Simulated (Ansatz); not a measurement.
# Mg2B (hypothetical, Fm-3m): phonons against volume, part 2 of 4

Aim: how the vibrations of Mg2B (hypothetical) shift with volume, and the expansion that follows. The crystal structure is hypothetical: it was made by swapping elements on a known structure type.

Ansatz 0.2.0; DFT PBEsol, scalar-relativistic, plane waves, PAW.

So far. Step 2 (Probe on a coarse mesh): The start is under -7.3 GPa at this level and looks like a metal on this mesh.

### Step 5. Tight relaxation

The relaxation is repeated with tighter thresholds on force and stress, since phonons are sensitive to what is left; a change of mesh or smearing in the input moves the cell too.

input.yaml reads:

```yaml
crystal:
  lattice:
    - [0.0, 2.8798670257, 2.8798670257]
    - [2.8798670257, 0.0, 2.8798670257]
    - [2.8798670257, 2.8798670257, 0.0]
  atoms:
    - { symbol: Mg, position: [0.25, 0.25, 0.25] }
    - { symbol: Mg, position: [0.75, 0.75, 0.75] }
    - { symbol: B, position: [0.0, 0.0, 0.0] }
kpoints:
  mp_grid: { grid: [12, 12, 12] }
hamiltonian:
  xc: pbesol
scf:
  occupations: { method: methfessel_paxton, width: 0.2 }
output:
  forces: true
  stress: true
  eigenvalues: true
relax:
  adjacent_minimum: "off"
  f_tol: 0.001
  max_steps: 60
  cell: { stress_tol: 0.01 }
```

The run is started by

```console
$ ansatz run input.yaml --threads 4 --pin off --max-ram 8192MiB --backend cpu --events-out ev --progress --plain --runs-dir out
```

Numbers of over 12 decimals in the logs are rounded to 6 here.

Log:

```text
[...]
Crystal: 3 atoms, lattice volume = 47.769 Å³
Basis set: ecut = 420 eV, 941 PW (Γ), exchange–correlation on 60×60×60 points (8 copies of the dense FFT grid, shifted against one another)
Bands: 16, of which v1, the nominal top of the filled ones, is band 12 counted from 1 (11 counted from 0)
Symmetry: 48 space group operations
[...]
k-points: 72 of 1728
[...]
k-point 71: bands = [... 8 lower, 0.5193, 3.4542, 3.4542, 4.1664, 9.7898, 12.1564, 12.3846, 12.3846]
--- Relaxed structure (2 steps of the walk, 2 accepted, 1 SCFs on fresh bases) ---
[...]
cell:  # Å, volume = 47.7528 Å³
    - [0, 2.879538, 2.879538]
    - [2.879538, 0, 2.879538]
    - [2.879538, 2.879538, 0]
  atoms:
    - { symbol: Mg, position: [0.250000, 0.250000, 0.250000] }
    - { symbol: Mg, position: [0.75, 0.75, 0.75] }
    - { symbol: B, position: [0, 0, 0] }
[key lines of the parts left out:]
SCF converged after 5 iterations
Free energy (F): -3975.677003 eV
Fermi energy:    6.161943 eV
P = ⅓ Tr σ = -0.0008 GPa (-0.008 kbar)
```

The job ended after 2.3 s (4 threads of Arm Neoverse V1, shared host; peak memory 0.36 GiB; 8.2 s of CPU time).

Little changed from the start: no atom moved by 0.005 Å and no cell edge by 0.1 %.

Numbers from this step:

```yaml
pressure: -7.82e-4 GPa
```

The residual pressure is -7.8e-4 GPa, small enough for phonons.

### Step 6. Lattice dynamics at this volume, V/V0 1

The same q-mesh and k-mesh are kept at every volume, so that much of their error can cancel in the differences.

input.yaml reads:

```yaml
crystal:
  lattice:
    - [0.0, 2.879538303, 2.879538303]
    - [2.879538303, 0.0, 2.879538303]
    - [2.879538303, 2.879538303, 0.0]
  atoms:
    - { symbol: Mg, position: [0.25, 0.25, 0.25] }
    - { symbol: Mg, position: [0.75, 0.75, 0.75] }
    - { symbol: B, position: [0.0, 0.0, 0.0] }
kpoints:
  mp_grid: { grid: [12, 12, 12] }
hamiltonian:
  xc: pbesol
scf:
  occupations: { method: methfessel_paxton, width: 0.2 }
output:
  eigenvalues: true
phonons:
  method: dfpt
  qmesh: [4, 4, 4]
  temperatures: { t_max: 1000, t_step: 50 }
  qpath:
    path:
      - [[0.0, 0.0, 0.0], [0.5, 0.0, 0.5], [0.625, 0.25, 0.625]]
      - [[0.375, 0.375, 0.75], [0.0, 0.0, 0.0], [0.5, 0.5, 0.5], [0.5, 0.25, 0.75], [0.5, 0.0, 0.5]]
    npoints: 10
```

Log:

```text
[...]
Crystal: 3 atoms, lattice volume = 47.753 Å³
Basis set: ecut = 420 eV, 941 PW (Γ), exchange–correlation on 60×60×60 points (8 copies of the dense FFT grid, shifted against one another)
Bands: 16, of which v1, the nominal top of the filled ones, is band 12 counted from 1 (11 counted from 0)
Symmetry: 48 space group operations
k-points: 72 of 1728
[...]
SCF iter   1: F=—  HF=-3975.688126 eV  |F-HF|=—  |Δ(HF+E_count)|=         —  Δρ=6.11e-3  dr2=3.71e-2  ethr=1.77e-3  ⟨swp⟩=5.0  Hψ=5121  notcnv=0
[...]
SCF iter   9: F=-3975.677003 eV  HF=-3975.677003 eV  |F-HF|=4.55e-13  |Δ(HF+E_count)|=  6.82e-11  S|Δr|=    0.00e0  Δρ=1.22e-7  dr2=4.38e-12  ethr=1.00e-12  ⟨swp⟩=3.9  Hψ=5231  notcnv=0
SCF 1 converged in 9 iterations: F = -3975.677003 eV  dr2 = 4.38e-12
[...]
phonons: the bands overlap, so this run is a metal and interpolates without the dipole-dipole term. If the crystal is really an insulator or semiconductor, its LO-TO splitting is missing
NSCF: frozen V_eff on 72 k-points
[...]
DFPT response loops at q = (0, 0, 0) (fractional): preconditioner auto → Kerker (q_TF=auto, 2.416 Å⁻¹) (partly filled bands, converged f_vac=0.000); β = 1.00, the filter's whole step (`scf.mixing.beta` (0.50) is not read by the response loops under this deck's `scf.mixing.preconditioner`; to damp them name `kerker` or `kerker_dos`, under which they read `scf.mixing.beta`, and type it under 1.00, their step now; both keys bind the ground state too); Broyden in place of MSR1
[...]
SCF converged after 9 iterations
[...]
Free energy (F): -3975.677003 eV
[...]
Internal energy: -3975.674201 eV  (E = F + TS)
E sigma→0 (E₀):  -3975.676302 eV
Entropy (-TS):   -0.002802 eV (-0.934 meV/atom)
Fermi energy:    6.161943 eV
[...]
--- Band table (eV; the first three rows and the last of 72) ---
  k-point 0: bands = [... 8 lower, -2.3943, 7.0835, 7.0835, 7.0835, 9.7577, 11.4184, 11.4184, 11.4184]
  k-point 1: bands = [... 8 lower, -2.3134, 6.5698, 7.0292, 7.0292, 10.0317, 11.4849, 11.5432, 11.5432]
  k-point 2: bands = [... 8 lower, -2.0739, 5.5122, 6.8954, 6.8954, 10.2400, 11.7459, 11.7459, 11.8587]
  k-point 71: bands = [... 8 lower, 0.5193, 3.4542, 3.4542, 4.1664, 9.7898, 12.1564, 12.3846, 12.3846]
--- Phonons (Γ-DFPT): 2 representative perturbations + reference (Σ response iterations 6) ---
  ASR residual: 5.494e-5 → 0.000e0 eV/Å²; symmetrization residual: 1.016e-6 eV/Å²
  ASR residual per site (eV/Å²): 4.02e-5 4.02e-5 5.49e-5
  Γ frequencies (cm⁻¹): 0.00 0.00 0.00 299.36 299.36 299.36 392.14 392.14 392.14
--- Phonons (arbitrary-q DFPT): 8 irreducible q on the 4×4×4 mesh ---
  q = [0.0000, 0.0000, 0.0000] (star 1, of the zone-centre solve; hermiticity 3.87e-7, symmetrization 1.50e-12): -0.00 0.00 0.00 299.36 299.36 299.36 392.14 392.14 392.14
  q = [0.0000, 0.0000, 0.2500] (star 8, 2 solved perturbations on 936 of 1728 k-point pairs; hermiticity 1.84e-7, symmetrization 6.42e-13): 125.32 125.32 158.32 284.05 284.05 284.50 394.35 394.35 398.92
[...]
q = [0.0000, 0.2500, 0.2500] (star 6, 4 solved perturbations in 1608 linear systems a pass and spin channel, the states on 510 of 1728 k-point pairs; hermiticity 3.29e-7, symmetrization 3.81e-13): 104.03 104.03 222.94 224.32 305.22 305.22 397.39 397.39 408.03
[...]
sum rule: each row above includes the acoustic sum rule's correction from the zone centre's row sums; it moved no ω² by more than (1.18 cm⁻¹)²
  mesh force constants: q→R imaginary residual 5.18e-18; ASR residual 5.494e-5 → 0.000e0 eV/Å²; symmetrization residual 2.665e-15 eV/Å²
  interpolated dispersion: 62 rows × 9 modes
  density of states and harmonic sums: on the 20×20×20 q-mesh, interpolated from the force constants of a 4×4×4 supercell (no non-analytic term)
  largest difference from the sums on the solved wave vectors: F 1.15e-2 eV, S 1.55e-5 and C_V 4.01e-6 eV/K
  zero-point energy: 0.158344 eV/cell   skipped modes (ω ≤ 0): 3   left out of the sums: 4.17e-5 of the cell's modes: C_V's classical limit lies that fraction below 3 k_B per atom; for a crystal, a wire or a layer, F and S can be off by more, and a phonons.interpolated_qmesh denser along its periods is the remedy for the sampling
```

Wall time 4.7 min (4 threads); peak memory 2.8 GiB; 18 min of CPU time.

This step gave:

```yaml
lowest_frequency_on_the_path: 0 cm⁻¹
zero_point_energy: 0.1583 eV/cell
point_group: m-3m
highest_frequency: 437.8 cm⁻¹
debye_temperature_from_the_second_moment: 561 K
```

No LO-TO term. Phonon branches along the path, in cm⁻¹:

```tsv
point	branch 1	branch 2	branch 3	branch 4	branch 5	branch 6	branch 7	branch 8	branch 9
Γ	0	0	0	299	299	299	392	392	392
halfway	104	104	223	224	305	305	397	397	408
X	106	136	136	303	310	310	402	402	436
halfway	107	146	149	304	307	310	402	403	432
U	112	170	178	286	302	315	402	407	421
jump to K	112	170	178	286	302	315	402	407	421
halfway	104	166	202	262	262	307	390	397	405
Γ	0	0	0	299	299	299	392	392	392
halfway	125	125	158	284	284	284	394	394	399
L	209	209	226	245	245	257	399	399	438
halfway	153	172	232	243	289	300	400	400	426
W	108	133	246	246	314	318	404	411	411
halfway	107	135	177	295	310	314	402	404	428
X	106	136	136	303	310	310	402	402	436
```

The phonon branches as a text plot (rows in cm⁻¹):

```
    429 |        **********                    *********    *****
    410 |    ********************            **        **********
    392 |********          *****************************
    374 |
    356 |
    337 |
    319 |           ************                         ********
    301 |******************     ***********          ****     ***
    283 |  *     *       ***     ***       ****    ****     **
    265 |   *   *          **   *             ***** *      *
    246 |    **             ****                ***********
    228 |      *             ***                ********   *
    210 |                   *   *              *****        *
    192 |    ** *          *   *              **   ***       *
    173 |        *       **     **           **     ***
    155 |              **                   **        ***     *
    137 |   *     ******         ***       *           **********
    119 |       **  *    *******            *            *
    100 |  *   *     ****       * **      **              *******
     82 |    **                  *  *     *
     64 |   *                     ***    *
     46 | **                        **   *
     27 | *                          *  *
      9 |*                            **
         Γ           X  U|K            Γ         L        W     X
```

The phonon density of states has structure finer than the step of the table below, so its rows give means over 20 cm⁻¹, whole bins alone (the curve runs from 2.5 to 438 cm⁻¹). Peaks (cm⁻¹: height): 307.5: 0.0725, 397.5: 0.186, 422.5: 0.0508.

Tetrahedra on 20 20 20, mean over bins of 5 cm⁻¹. Phonon density of states against wavenumber; means over each step:

wavenumber (cm⁻¹), phonon density of states (1/cm⁻¹/cell) and a bar:
```
       20      0.000 
       40      0.001 
       60      0.002 
       80      0.003 #
      100      0.007 ##
      120      0.025 #######
      140      0.027 ########
      160      0.022 ######
      180      0.020 ######
      200      0.020 ######
      220      0.020 ######
      240      0.020 ######
      260      0.026 #######
      280      0.032 #########
      300      0.057 ################
      320      0.019 #####
      340      0.000 
      360      0.000 
      380      0.004 #
      400      0.104 ##############################
      420      0.036 ##########
```

Harmonic. Thermo, by row:

```tsv
T (K)	F_vib (meV/atom)	S (J/mol-atom/K)	C_V (J/mol-atom/K)
0	52.78	0	0
50	52.69	0.757	2.261
100	51.48	4.241	8.662
150	48.11	8.85	14.1
200	42.32	13.43	17.61
250	34.26	17.61	19.77
300	24.15	21.34	21.14
350	12.21	24.67	22.05
400	-1.36	27.66	22.68
450	-16.41	30.36	23.12
500	-32.78	32.81	23.45
550	-50.38	35.06	23.7
600	-69.09	37.13	23.89
650	-88.83	39.05	24.04
700	-109.5	40.84	24.16
750	-131.1	42.51	24.26
800	-153.6	44.07	24.34
850	-176.8	45.55	24.41
900	-200.8	46.95	24.46
950	-225.4	48.27	24.51
1000	-250.8	49.53	24.55
```

The modes has structure finer than the step of the table below, so its rows give means over 20 cm⁻¹, whole bins alone (the curve runs from -10 to 460 cm⁻¹). Peaks (cm⁻¹: height): B 397.8: 0.139, 421.5: 0.0444; Mg 137.8: 0.0290, 306.2: 0.0647, 397.8: 0.0255.

Phonopy on the run's constants, 17x17x17 mesh, Gaussian sigma 3.4 cm⁻¹. Table of modes by wavenumber; means over each step; values in 1/cm⁻¹/cell:

```tsv
wavenumber (cm⁻¹)	B	Mg
0	4.4e-6	2.5e-5
20	3.0e-5	1.5e-4
40	1.1e-4	5.0e-4
60	2.3e-4	0.00117
80	4.9e-4	0.00271
100	7.3e-4	0.00701
120	0.00115	0.0242
140	0.00105	0.0256
160	9.9e-4	0.0207
180	0.00100	0.0187
200	0.00111	0.0186
220	9.2e-4	0.0181
240	8.9e-4	0.0207
260	0.00129	0.0239
280	0.00175	0.0301
300	0.00360	0.0532
320	0.00158	0.0177
340	0	0
360	0	0
380	0.00439	7.9e-4
400	0.0878	0.0151
420	0.0352	0.00101
440	0.00555	3.2e-5
```

No LO-TO term. Modes at Γ, with each element's share of the kinetic energy:

```tsv
mode	frequency (cm⁻¹)	symmetry	Mg %	B %
1	0.0	T1u	82	18
2	0.0	T1u	82	18
3	0.0	T1u	82	18
4	299.4	T2g	100	0
5	299.4	T2g	100	0
6	299.4	T2g	100	0
7	392.1	T1u	18	82
8	392.1	T1u	18	82
9	392.1	T1u	18	82
```

Displacements in mode 4 (299.4 cm⁻¹), the largest set to 1:
```
Mg1  0.07  0.02  1.00
Mg2 -0.07 -0.02 -1.00
B3   0.00  0.00  0.00
```

Displacements in mode 9 (392.1 cm⁻¹), the largest set to 1:
```
Mg1  0.00 -0.22  0.11
Mg2  0.00 -0.22  0.11
B3  -0.01  1.00 -0.48
```

No mode is imaginary beyond numerical noise at the solved wavevectors.

### Step 7. Single point at a scaled cell, V/V0 1.015

Symmetry fixes every atom, so a single point at the scaled cell gives the energy and pressure of this member.

The cell differs from the one that the last finished run ended in (a 4.072 → 4.093 Å, b 4.072 → 4.093 Å, c 4.072 → 4.093 Å).

input.yaml, the sections that differ from step 6:

```yaml
crystal:
  lattice:
    - [0.0, 2.8938646001, 2.8938646001]
    - [2.8938646001, 0.0, 2.8938646001]
    - [2.8938646001, 2.8938646001, 0.0]
  atoms:
    - { symbol: Mg, position: [0.25, 0.25, 0.25] }
    - { symbol: Mg, position: [0.75, 0.75, 0.75] }
    - { symbol: B, position: [0.0, 0.0, 0.0] }
output:
  forces: true
  stress: true
  eigenvalues: true
# kpoints, hamiltonian, scf: as in step 6
# phonons: removed
```

Log:

```text
[...]
Crystal: 3 atoms, lattice volume = 48.469 Å³
Basis set: ecut = 420 eV, 941 PW (Γ), exchange–correlation on 60×60×60 points (8 copies of the dense FFT grid, shifted against one another)
Bands: 16, of which v1, the nominal top of the filled ones, is band 12 counted from 1 (11 counted from 0)
Symmetry: 48 space group operations
[...]
k-points: 72 of 1728
[...]
SCF iter   1: F=—  HF=-3975.686345 eV  |F-HF|=—  |Δ(HF+E_count)|=         —  Δρ=6.17e-3  dr2=3.90e-2  ethr=1.77e-3  ⟨swp⟩=5.0  Hψ=5102  notcnv=0
[...]
SCF iter   7: F=-3975.674752 eV  HF=-3975.674752 eV  |F-HF|=5.55e-9  |Δ(HF+E_count)|=   3.74e-7  S|Δr|=    0.00e0  Δρ=6.24e-6  dr2=1.98e-8  ethr=4.35e-10  ⟨swp⟩=5.0  Hψ=4438  notcnv=0
SCF 1 converged in 7 iterations: F = -3975.674752 eV  dr2 = 1.98e-8
[...]
SCF converged after 7 iterations
[...]
Free energy (F): -3975.674752 eV
[...]
Internal energy: -3975.671985 eV  (E = F + TS)
E sigma→0 (E₀):  -3975.674061 eV
Entropy (-TS):   -0.002767 eV (-0.922 meV/atom)
Fermi energy:    6.034420 eV
[...]
--- Stress (GPa, compression-positive) ---
       -0.990435      -0.000000       0.000000
        0.000000      -0.990435       0.000000
       -0.000000       0.000000      -0.990435
  P = ⅓ Tr σ = -0.9904 GPa (-9.904 kbar)
--- Band table (eV; the first three rows and the last of 72) ---
  k-point 0: bands = [... 8 lower, -2.4607, 6.9539, 6.9539, 6.9539, 9.5358, 11.2256, 11.2256, 11.2256]
  k-point 1: bands = [... 8 lower, -2.3808, 6.4386, 6.8994, 6.8994, 9.8135, 11.2883, 11.3497, 11.3497]
  k-point 2: bands = [... 8 lower, -2.1442, 5.3854, 6.7655, 6.7655, 10.0252, 11.5539, 11.5539, 11.6551]
  k-point 71: bands = [... 8 lower, 0.4096, 3.3439, 3.3439, 4.0635, 9.6446, 11.9580, 12.1727, 12.1727]
```

Wall time 0.84 s (4 threads); peak memory 0.34 GiB.

Numbers from this step:

| Item | Value |
| --- | --- |
| pressure | -0.9904 GPa |
| volume per atom | 16.16 Å³ |

The run ends at a pressure of -0.99 GPa.

### Step 8. Other settings for the ground state

One run with other settings shows how much the ground state depends on them.

This step: DFT PBEsol, scalar-relativistic, plane waves, PAW; settings changed (Ansatz 0.2.0).

input.yaml: that of step 7 with these lines changed.

```diff
@@ -14,6 +14,7 @@
 scf:
-  occupations: { method: methfessel_paxton, width: 0.2 }
+  occupations: { method: tetrahedron_uncorrected }
+  n_extra_bands: 1
 output:
   forces: true
+  eigenvalues: true
   stress: true
-  eigenvalues: true
```

Log:

```text
[...]
Crystal: 3 atoms, lattice volume = 48.469 Å³
Basis set: ecut = 420 eV, 941 PW (Γ), exchange–correlation on 60×60×60 points (8 copies of the dense FFT grid, shifted against one another)
Bands: 13, of which v1, the nominal top of the filled ones, is band 12 counted from 1 (11 counted from 0)
Symmetry: 48 space group operations
[...]
k-points: 72 of 1728
[...]
SCF iter   1: F=—  HF=-3975.653416 eV  |F-HF|=—  |Δ(HF+E_count)|=         —  Δρ=5.94e-3  dr2=3.61e-2  ethr=1.77e-3  ⟨swp⟩=6.0  Hψ=4755  notcnv=0
[...]
SCF iter   7: F=-3975.642605 eV  HF=-3975.642605 eV  |F-HF|=4.48e-9  |Δ(HF+E_count)|=   4.47e-7  Δρ=6.17e-6  dr2=1.90e-8  ethr=4.35e-10  ⟨swp⟩=4.0  Hψ=3503  notcnv=0
SCF 1 converged in 7 iterations: F = -3975.642605 eV  dr2 = 1.90e-8
[...]
SCF converged after 7 iterations
Free energy (F): -3975.642605 eV
[...]
Internal energy: -3975.642595 eV  (E = F + TS)
E sigma→0 (E₀):  -3975.642605 eV
Entropy (-TS):   -0.000009 eV (-0.003 meV/atom)
Fermi energy:    6.022241 eV
[...]
--- Stress (GPa, compression-positive) ---
       -0.945903       0.000000      -0.000000
        0.000000      -0.945903      -0.000000
       -0.000000      -0.000000      -0.945903
  P = ⅓ Tr σ = -0.9459 GPa (-9.459 kbar)
--- Band table (eV; the first three rows and the last of 72) ---
  k-point 0: bands = [... 8 lower, -2.4579, 6.9591, 6.9591, 6.9591, 9.5395]
  k-point 1: bands = [... 8 lower, -2.3780, 6.4432, 6.9045, 6.9045, 9.8172]
  k-point 2: bands = [... 8 lower, -2.1413, 5.3892, 6.7704, 6.7704, 10.0279]
  k-point 71: bands = [... 8 lower, 0.4148, 3.3461, 3.3461, 4.0651, 9.6471]
```

It took 0.79 s on 4 threads; peak memory 0.33 GiB.

This step gave:

```
pressure : -0.9459 GPa
```

The run ends at a pressure of -0.95 GPa.

(Part 2 of 4 ends here.)

[Logs are printed without paths, hosts, clocks, repeated set-up lines and the standing remarks that a program may print on its own settings, such as how far it seeks lower states.]

[Hosts, paths, dates, database ids (printed as entryN), source tags and the programs' standing remarks are cut or masked in the printed files.]

[A step with changed settings may run another functional than the one named; its input shows which.]


